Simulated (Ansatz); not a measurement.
# YbSn (P4/mmm): relaxing the cell for a phonon run

Wanted: the relaxed cell of YbSn (P4/mmm).

Program: Ansatz 0.2.0. Level of theory: DFT PBEsol, scalar-relativistic, plane waves, PAW. Results are calculated unless marked as measured.

Report form: the programs' logs are mostly left out.

## Step 1: Set-up

Symmetry: P4/mmm, No. 123, tetragonal system. The conventional cell has a = 3.507 Å, b = 3.507 Å, c = 4.400 Å, α = 90.00°, β = 90.00°, γ = 90.00°. Nearest to Yb lie 8 Sn at 3.32 Å and 4 Yb at 3.51 Å. Sn has 8 Yb at 3.32 Å and 4 Sn at 3.51 Å nearest. Farther neighbours are not listed.

## Step 2: A coarse first look

First a cheap look: the gap decides the mesh and the occupations, the pressure tells how far the cell has to move.

The input, input.yaml:

```yaml
crystal:
  lattice:
    - [3.5072496347, 0.0, 0.0]
    - [0.0, 3.5072496347, 0.0]
    - [0.0, 0.0, 4.4]
  atoms:
    - { symbol: Yb, position: [0.5, 0.5, 0.5] }
    - { symbol: Sn, position: [0.0, 0.0, 0.0] }
kpoints:
  mp_grid: { grid: [6, 6, 4] }
hamiltonian:
  xc: pbesol
scf:
  occupations: { method: gaussian, width: 0.1 }
output:
  forces: true
  stress: true
  eigenvalues: true
```

Command:

```
> ansatz run input.yaml --threads 4 --pin off --max-ram 14336MiB --backend cpu --events-out ev --progress --plain --runs-dir out
```

Elapsed: 0.97 s, on 4 threads of Arm Neoverse V1, shared host; peak memory 0.36 GiB; 3 s of CPU time.

Numbers from this step:

* pressure: -2.720 GPa
* volume per atom: 27.06 Å³
* gap on the k-mesh: 0 eV

The coarse mesh shows no gap and a pressure of -2.7 GPa.

## Step 3: Bringing the structure to rest

The cell and atoms are relaxed, since residual forces and stress would shift the frequencies.

input.yaml, the sections that differ from step 2:

```yaml
kpoints:
  mp_grid: { grid: [12, 12, 10] }
output:
  forces: true
  stress: true
  eigenvalues: true
  write_density: true
  write_potential: true
  elf: true
  volumetric_format: npy
relax:
  adjacent_minimum: "off"
  f_tol: 0.005
  max_steps: 80
  cell: { stress_tol: 0.05 }
# crystal, hamiltonian, scf: as in step 2
```

Wall time 20 s (4 threads); peak memory 0.51 GiB.

The steps of the relaxation:

```
step  energy less that of the first step (eV)  largest force component (eV/Å)  pressure (GPa)  volume (Å³)
   1                                   0.0000                          0.0000           -2.78        54.12
   2                                  -0.0316                          0.0000            0.29        50.63
   3                                  -0.0341                          0.0000            0.04        50.80
   4                                  -0.0345                          0.0000            0.00        50.80
  5*                                  -0.0337                          0.0000           -0.01        50.80
```

Relaxation steps marked * repeat the geometry before them on a plane-wave basis chosen anew for their cell, so energy and pressure can jump there.

Forces are held to the 16 operations that the run works with; a distortion that breaks them can't arise in this run.

```
conventional cell, symmetrised  before  after  change
                         a (Å)   3.507  3.397  -3.1 %
                         b (Å)   3.507  3.397  -3.1 %
                         c (Å)   4.400  4.401  +0.0 %
              volume (Å³/atom)   27.06  25.40  -6.1 %
```

Final coordinates:

```
Yb Sn
1.0
     3.39737    0.00000    0.00000
     0.00000    3.39737    0.00000
     0.00000    0.00000    4.40099
Yb Sn
1 1
Direct
  0.50000 0.50000 0.50000
  0.00000 0.00000 0.00000
```

This step gave:

* pressure: -0.005572 GPa
* volume per atom: 25.40 Å³

ELF in the ac plane at fractional y = 0.500, with atoms of Yb within 0.2 Å of it. It is the smooth field of the valence electrons, not physical close to the nuclei.

Values, 18 rows by 14 columns, each cell a mean:
```
0.40 0.39 0.37 0.33 0.27 0.20 0.16 0.14 0.16 0.21 0.28 0.33 0.37 0.39
0.41 0.39 0.36 0.30 0.22 0.15 0.11 0.10 0.11 0.16 0.24 0.31 0.37 0.40
0.41 0.39 0.33 0.24 0.15 0.09 0.06 0.06 0.07 0.10 0.16 0.26 0.34 0.39
0.39 0.35 0.25 0.15 0.09 0.07 0.08 0.09 0.08 0.07 0.10 0.16 0.27 0.36
0.32 0.25 0.15 0.10 0.12 0.22 0.31 0.34 0.30 0.20 0.11 0.10 0.17 0.27
0.23 0.16 0.10 0.13 0.29 0.50 0.61 0.64 0.60 0.46 0.26 0.12 0.11 0.18
0.14 0.10 0.10 0.23 0.51 0.71 0.78 0.79 0.77 0.68 0.46 0.20 0.09 0.11
0.09 0.07 0.13 0.36 0.65 0.79 0.78 0.76 0.79 0.78 0.60 0.31 0.11 0.07
0.07 0.07 0.14 0.40 0.69 0.80 0.73 0.67 0.75 0.79 0.64 0.35 0.12 0.07
0.08 0.07 0.13 0.37 0.67 0.79 0.77 0.73 0.78 0.78 0.62 0.32 0.11 0.07
0.12 0.09 0.10 0.27 0.56 0.75 0.80 0.80 0.79 0.72 0.51 0.24 0.09 0.09
0.21 0.15 0.10 0.14 0.33 0.55 0.66 0.68 0.65 0.51 0.29 0.13 0.10 0.16
0.30 0.24 0.14 0.10 0.14 0.27 0.37 0.40 0.36 0.24 0.13 0.10 0.15 0.25
0.38 0.33 0.23 0.13 0.08 0.09 0.12 0.13 0.12 0.09 0.09 0.14 0.24 0.34
0.41 0.38 0.32 0.22 0.13 0.08 0.06 0.06 0.06 0.08 0.15 0.24 0.33 0.39
0.41 0.39 0.36 0.30 0.21 0.14 0.10 0.09 0.10 0.15 0.23 0.31 0.37 0.40
0.40 0.39 0.37 0.32 0.26 0.19 0.15 0.14 0.15 0.21 0.27 0.33 0.37 0.39
0.39 0.39 0.37 0.33 0.27 0.21 0.17 0.16 0.18 0.23 0.29 0.34 0.37 0.39
```
Columns run along a (3.4 Å), rows up along c (4.4 Å). Atoms in or near the plane, at fractional coordinates: Yb at (0.50, 0.50).

Valence density in the ac plane at fractional y = 0.500, with atoms of Yb within 0.2 Å of it. It is the smooth field of the valence electrons, not physical close to the nuclei.

Values in e/Å³, 18 rows by 14 columns, each cell a mean:
```
 0  0  0  0  0  0  0  0  0  0  0  0  0  0
 0  0  0  0  0  0  0  0  0  0  0  0  0  0
 0  0  0  0  0  0  0  0  0  0  0  0  0  0
 0  0  0  0  0  0  0  0  0  0  0  0  0  0
 0  0  0  0  0  0  1  1  1  0  0  0  0  0
 0  0  0  0  1  1  2  3  2  1  0  0  0  0
 0  0  0  0  1  4  8  9  7  3  1  0  0  0
 0  0  0  1  3 10 20 25 19  7  2  1  0  0
 0  0  0  1  3 13 28 35 26 10  3  1  0  0
 0  0  0  1  3 11 23 28 21  8  2  1  0  0
 0  0  0  0  2  5 11 13 10  4  1  0  0  0
 0  0  0  0  1  2  3  3  3  1  1  0  0  0
 0  0  0  0  0  0  1  1  1  0  0  0  0  0
 0  0  0  0  0  0  0  0  0  0  0  0  0  0
 0  0  0  0  0  0  0  0  0  0  0  0  0  0
 0  0  0  0  0  0  0  0  0  0  0  0  0  0
 0  0  0  0  0  0  0  0  0  0  0  0  0  0
 0  0  0  0  0  0  0  0  0  0  0  0  0  0
```
Columns run along a (3.4 Å), rows up along c (4.4 Å). Atoms in or near the plane, at fractional coordinates: Yb at (0.50, 0.50).

Electrostatic potential energy in the ac plane at fractional y = 0.500, with atoms of Yb within 0.2 Å of it. With pseudopotentials it is smooth inside the atoms' cores, unlike the true potential.

Ten even steps from '_' (-48 eV) to '@' (16 eV), each cell a mean:
```
@@@@@@@@@@@@@@@@@@@@@@@@@@@@@@@@@@
@@@@@@@@@@@@@@@@@@@@@@@@@@@@@@@@@@
@@@@@@@@@@@@@@@@@@@@@@@@@@@@@@@@@@
@@@@@@@@@@@@@@%%%%%%%%@@@@@@@@@@@@
@@@@@@@@@@%%%%########%%%%@@@@@@@@
@@@@@@@@%%##**========**##%%@@@@@@
@@@@@@%%##++--::....::--++##%%@@@@
@@@@@@%%**==::________::==**%%@@@@
@@@@%%%%++--..________..--++%%%%@@
@@@@@@%%**==..________..==**%%@@@@
@@@@@@%%##++--........--++##%%@@@@
@@@@@@@@%%##++==----==++##%%@@@@@@
@@@@@@@@@@%%##********##%%@@@@@@@@
@@@@@@@@@@@@%%%%%%%%%%%%@@@@@@@@@@
@@@@@@@@@@@@@@@@@@@@@@@@@@@@@@@@@@
@@@@@@@@@@@@@@@@@@@@@@@@@@@@@@@@@@
@@@@@@@@@@@@@@@@@@@@@@@@@@@@@@@@@@
@@@@@@@@@@@@@@@@@@@@@@@@@@@@@@@@@@
```
Columns run along a (3.4 Å; values clipped at the 3rd and 97th percentile), rows up along c (4.4 Å). Atoms in or near the plane, at fractional coordinates: Yb at (0.50, 0.50).

In this step the volume went from 27.06 to 25.40 Å³/atom.

## Step 4: Tight relaxation

Phonons need a cell at rest on their own settings, so the relaxation is repeated with tight tolerances on forces and stress, using the mesh and the filling of the phonon run that follows.

The input, input.yaml:

```yaml
crystal:
  lattice:
    - [3.3973671052, 0.0, 0.0]
    - [0.0, 3.3973671052, 0.0]
    - [0.0, 0.0, 4.4009930867]
  atoms:
    - { symbol: Yb, position: [0.5, 0.5, 0.5] }
    - { symbol: Sn, position: [0.0, 0.0, 0.0] }
kpoints:
  mp_grid: { grid: [12, 12, 12] }
hamiltonian:
  xc: pbesol
scf:
  occupations: { method: methfessel_paxton, width: 0.2 }
output:
  forces: true
  stress: true
  eigenvalues: true
relax:
  adjacent_minimum: "off"
  f_tol: 0.001
  max_steps: 60
  cell: { stress_tol: 0.01 }
```

Run time: 17 s. Hardware: 4 threads; peak memory 0.51 GiB; 65 s of CPU time.

Step by step:

```csv
step,energy less that of the first step (eV),largest force component (eV/Å),pressure (GPa),volume (Å³)
1,0.0000,0.0000,-0.58,50.80
2,-0.0012,0.0000,0.15,50.11
3,-0.0012,0.0000,0.00,50.25
4*,-0.0010,0.0000,-0.01,50.25
```

Relaxation steps marked * repeat the geometry before them on a plane-wave basis chosen anew for their cell, so energy and pressure can jump there.

The run keeps the 16 symmetry operations that it works with, so distortions that break them were not tested.

| conventional cell, symmetrised | before | after | change |
| --- | --- | --- | --- |
| a (Å) | 3.397 | 3.387 | -0.3 % |
| b (Å) | 3.397 | 3.387 | -0.3 % |
| c (Å) | 4.401 | 4.380 | -0.5 % |
| volume (Å³/atom) | 25.40 | 25.12 | -1.1 % |

Final coordinates:

```xyz
2
Lattice="3.3870 0.0000 0.0000 0.0000 3.3870 0.0000 0.0000 0.0000 4.3801" Properties=species:S:1:pos:R:3 pbc="T T T"
Yb    1.6935    1.6935    2.1900
Sn    0.0000    0.0000    0.0000
```

This step gave:

- pressure: -0.006107 GPa
- volume per atom: 25.12 Å³

The forces vanish by symmetry and the pressure is -0.006 GPa, within the tolerances set. The cell now holds 25.12 Å³/atom.

## Step 5: What came out

| Item | Value |
| --- | --- |
| space group after relaxation (within 0.01 Å) | P4/mmm |
| lattice constant a | 3.387 Å |
| lattice constant b | 3.387 Å |
| lattice constant c | 4.380 Å |
| volume per atom | 25.1 Å³ |

What this shows: The forces vanish by symmetry and the pressure is -0.006 GPa, within the tolerances set. The cell now holds 25.12 Å³/atom. The relaxation keeps the symmetry of its start, so it says nothing on stability against lower symmetry. The runs are without spin polarisation, although Yb often carries a moment. The 4f shell is treated without a U, so valence and screening may be off. Spin-orbit coupling is left out, which can matter for the heavy elements here.

[Logs are printed without paths, hosts, clocks, repeated set-up lines and the standing remarks that a program may print on its own settings, such as how far it seeks lower states.]

[Hosts, paths, dates, database ids (printed as entryN), source tags and the programs' standing remarks are cut or masked in the printed files.]
